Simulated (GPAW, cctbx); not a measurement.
# Bonding in Mg3As as X-rays see it

Aim: compute the bonding part of the density of Mg3As, find which reflections carry it, and see how it biases an ordinary refinement.

The start was made by putting kin elements into a known structure type; the compound need not exist, or be stable, in this form. All numbers below are calculated.

## Step 1: Find the equilibrium geometry

The density hangs on the geometry, so cell and atoms are relaxed first, with the symmetry held. The cutoff is set higher than for the density because stress converges slowly with plane waves.

Settings: GPAW 26.7.0, PBE, 570 eV, 4×4×4 k-points, Fermi–Dirac width 0.1 eV, BFGS to 0.03 eV/Å.

```text
cell
1.0
     4.417000000    0.000000000    0.000000000
     0.000000000    4.417000000    0.000000000
     0.000000000    0.000000000    4.417000000
As Mg
1 3
Direct
0.000000000 0.000000000 0.000000000
0.000000000 0.500000000 0.500000000
0.500000000 0.000000000 0.500000000
0.500000000 0.500000000 0.000000000
```

```console
$ OMP_NUM_THREADS=1 mpirun -n 4 gpaw python run.py > gpaw.log
```

```text
BFGS:    0      -10.331544        0.306138
BFGS:    1      -10.335247        0.287999
BFGS:    2      -10.361870        0.016645
cell  4.3362 4.3362 4.3362  90.00 90.00 90.00
volume 81.534 A^3, largest force 0.000 eV/A, largest stress 0.13 GPa
```

After 2 steps the volume has changed by -5.4 % and the energy by -0.030 eV; the largest stress left is 0.13 GPa. It took 9.8 s on 4 cores of Arm Neoverse V2 (shared host), peak memory 0.7 GiB.

Relaxed structure: Pm-3m (no. 221), a = 4.3362 Å, b = 4.3362 Å, c = 4.3362 Å, α = 90.00°, β = 90.00°, γ = 90.00°.

| atom | mult. | x | y | z |
| --- | --- | --- | --- | --- |
| As1 | 1 | 0 | 0 | 0 |
| Mg1 | 3 | 0 | 1/2 | 1/2 |

## Step 2: Density and charge transfer

X-rays see the whole electron density, so the PAW density is rebuilt with its core regions. Subtracting spherical free atoms from the same code cancels the cores and leaves the deformation density Δρ, the part due to bonding.

Settings: PBE, 450 eV, 6×6×6 k-points, Fermi–Dirac width 0.1 eV; primitive cell of 4 atoms.

```console
$ OMP_NUM_THREADS=1 mpirun -n 4 gpaw python run.py > gpaw.log
```

```text
|iter:   1|       0s |  -10.407144 | +0.13 |       |
|iter:   2|       1s |  -10.381328 | -1.73 | -1.41 |
|iter:   3|       1s |  -10.270893 | -1.93 | -1.45 |
...
|iter:   7|       3s |  -10.270779c| -6.18 | -3.99 |
|iter:   8|       3s |  -10.270779c| -6.94 | -4.53c|
|iter:   9|       3s |  -10.270779c| -8.08c| -5.65c|
```

```text
grid (48, 48, 48)  electrons 69.000  moved by bonding 0.579 e
deformation density beyond 0.5 A of the nuclei: max 0.036, min -0.039 e/A^3
atom        x       y       z   Voronoi charge  moment
As1    0.0000  0.0000  0.0000     -0.288       0.00
Mg2    0.0000  0.5000  0.5000      0.096       0.00
Mg3    0.5000  0.0000  0.5000      0.096       0.00
Mg4    0.5000  0.5000  0.0000      0.096       0.00
mean inner potential of superposed free atoms 13.071 V
total magnetic moment 0.000 muB
```

Deformation density in a plane through the shortest contact of the As atom at the origin, in 0.01 e/Å³ (clipped at ±99); x from -1.6 to 4.7 Å, y from 2.4 down to -2.4 Å:

```text
  1  -1  -3  -3  -2  -4  -2   0   1   1   0  -2  -1   1   2   1
  0  -1  -1  -2  -2  -2  -1   0   1   1   2   2   2   2   1   0
  0   0   0   1   1   1   0   0   0   1   1   2   2   1   0   0
  0   1   1   2   3   2   1   0   0  -1  -1  -1  -1  -1  -1   0
  0   1   1   0   0   1   1   1   0  -2  -3  -3  -4  -3  -1   1
  1   2   0  -3   .  -2   1   2   0  -3  -2   .   0  -4  -1   2
  1   3  -1   .   .  -2   1   3   0  -3   0   .   .  -3  -1   2
  1   2   0  -3   .  -2   1   2   0  -3  -2   .   0  -4  -1   2
  0   1   1   0   0   1   1   1   0  -2  -3  -3  -4  -3  -1   1
  0   1   1   2   3   2   1   0   0  -1  -1  -1  -1  -1  -1   0
  0   0   0   1   1   1   0   0   0   1   1   2   2   1   0   0
  0  -1  -1  -2  -2  -2  -1   0   1   1   2   2   2   2   1   0
  1  -1  -3  -3  -2  -4  -2   0   1   1   0  -2  -1   1   2   1
```

Atoms in or within 0.15 Å of the plane: As (0.0, 0.0), Mg (3.1, 0.0) Å. Dots mark points within about 0.45 Å of a nucleus; large values next to them are atomic features.

As gains most (-0.29 e) and Mg loses most (+0.10 e), as electronegativity suggests. Such charges fall far short of formal ones, since overlapping free atoms already put density on their neighbours. Along the shortest contact from the As atom at the map's origin, As–Mg at 3.07 Å, Δρ is +0.02 e/Å³ at the midpoint and highest, +0.03, 1.27 Å from As (points within 0.5 Å of a nucleus left out): little piles up between the atoms. At the midpoints of other shortest contacts it is 0.00 (Mg–Mg, 3.07 Å) e/Å³. Point values carry grid noise of about 0.01 e/Å³. The run needed 9 iterations, 6.6 s.

## Step 3: Structure factors

The Fourier components of Δρ, added to those of the free atoms, give the static X-ray structure factors; the Mott–Bethe relation turns them into the Fourier components V of the potential that fast electrons feel.

```text
static structure factors of the conventional cell: F in electrons, V (Mott-Bethe) in volts
   h  k  l      d  |F| table  |F| free   |F| DFT   change   |V| free  |V| DFT  change %
   0  1  0  4.3362    19.675    19.641    19.752    0.110     1.436    1.320     -8.1
   0  1  1  3.0662    18.451    18.463    18.679    0.216     1.341    1.227     -8.5
   1  1  1  2.5035    52.458    52.444    52.217   -0.227     5.833    5.913      1.4
   0  2  0  2.1681    50.056    49.989    49.779   -0.210     5.024    5.079      1.1
   0  2  1  1.9392    16.147    16.141    16.056   -0.086     1.027    1.045      1.8
   1  2  1  1.7702    15.639    15.619    15.550   -0.069     0.948    0.960      1.3
   0  2  2  1.5331    43.265    43.122    43.180    0.058     3.419    3.412     -0.2
   1  2  2  1.4454    14.445    14.413    14.400   -0.014     0.774    0.775      0.2
   0  3  0  1.4454    14.445    14.413    14.386   -0.027     0.774    0.777      0.4
   0  3  1  1.3712    14.117    14.087    14.064   -0.023     0.731    0.733      0.3
   1  3  1  1.3074    39.463    39.326    39.379    0.053     2.852    2.846     -0.2
   2  2  2  1.2518    38.341    38.210    38.273    0.063     2.712    2.707     -0.2
   0  3  2  1.2026    13.263    13.239    13.239   -0.000     0.631    0.631      0.0
   1  3  2  1.1589    13.010    12.988    12.990    0.002     0.605    0.605     -0.0
```

The largest X-ray change is -0.23 e on 111, 0.4 % of |F|. For electrons V goes as (Z − F)/g², so a change of F counts against Z − F, which is small at low angle and wherever the atoms' terms cancel: |V| of 011 moves by -8.5 % (1.34 to 1.23 V) against +1.2 % in |F|. The tabulated Hartree–Fock atoms differ from the free DFT atoms by up to 0.14 e, so the choice of reference atom matters too.

## Step 4: Which functional?

The same geometry is run with other functionals, to see whether the bonding signal is larger than the spread between approximations. Free atoms are LDA for LDA and PBE otherwise. Any other changed setting is in the row's label.

| run | ΔF 111 (e) | ΔF 011 (e) | ΔF 020 (e) | q(As) (e) | moved (e) | time |
| --- | --- | --- | --- | --- | --- | --- |
| PBE | -0.227 | +0.216 | -0.210 | -0.288 | 0.579 | 6.6 s |
| LDA | -0.218 | +0.213 | -0.211 | -0.291 | 0.567 | 6.3 s |
| RPBE | -0.239 | +0.221 | -0.210 | -0.298 | 0.622 | 7.5 s |

At the base's settings ΔF(111) spans -0.239 to -0.218 e, a spread of 9 % of the PBE value; over the three listed reflections the spread is at most 9 %, so sign and size hold across the functionals. Times are from shared hosts.

## Step 5: What a spherical-atom refinement makes of it

Routine crystallography fits spherical atoms. To see the bias, intensities are simulated from tabulated atoms plus the DFT change ΔF, so that bonding alone can misfit (3742 reflections of the full sphere, merged to the counts below, to 0.45 Å, 1 % proportional noise plus counting noise, assumed isotropic U as listed, Δρ smeared by the mean U) and refined with cctbx over different ranges.

| range | data | R1 | GooF | U As1 (true 0.0051) | U Mg1 (true 0.0071) | largest shift (Å) | Δρ max, min (e/Å³) |
| --- | --- | --- | --- | --- | --- | --- | --- |
| all data | 128 | 0.0025 | 1.12 | 0.0051 | 0.0071 | 0.0000 | 0.07, -0.11 |
| low resolution, d > 0.84 | 28 | 0.0026 | 1.50 | 0.0051 | 0.0070 | 0.0000 | 0.04, -0.04 |
| high order, d < 0.75 | 92 | 0.0024 | 0.98 | 0.0051 | 0.0070 | 0.0000 | 0.06, -0.07 |
| occupancies free, d > 0.7 | 44 | 0.0024 | 1.33 | 0.0051 | 0.0071 | 0.0000 | 0.04, -0.04 |

With all data GooF is 1.12, diluted by the many high-angle data; the misfit shows at low resolution; the top residual peak, near noise level, lies 1.32 Å from Mg and 1.74 Å from As. No U is off by more than 3 s.u. at low resolution. Symmetry fixes every coordinate, so the shifts are zero by construction. With As1 held at 1 and the scale free, the other occupancies refine to Mg1 1.001(0.002), within three s.u. of full.

## Step 6: Answer

Bonding moves 0.58 e in the primitive cell of Mg3As and changes the structure factors of the conventional cell in the table above by at most 0.23 e (111, 0.4 %), and among reflections above 2 % of the strongest by up to 1.2 % (011). The shortest bond, As–Mg, has Δρ = +0.02 e/Å³ at its midpoint. At the base's settings ΔF(111) spans -0.239 to -0.218 e, a spread of 9 % of the PBE value; over the three listed reflections the spread is at most 9 %, so sign and size hold across the functionals. With all data GooF is 1.12, diluted by the many high-angle data. Limits: static density, frozen cores, no spin–orbit coupling.

[Outputs are excerpts: Python notices, other lines and further rows are left out; steps that failed or that the build refused (PBEsol, TPSS) are not shown.]

[Logs are printed without paths, hosts, clocks, repeated set-up lines and the standing remarks that a program may print on its own settings, such as how far it seeks lower states.]
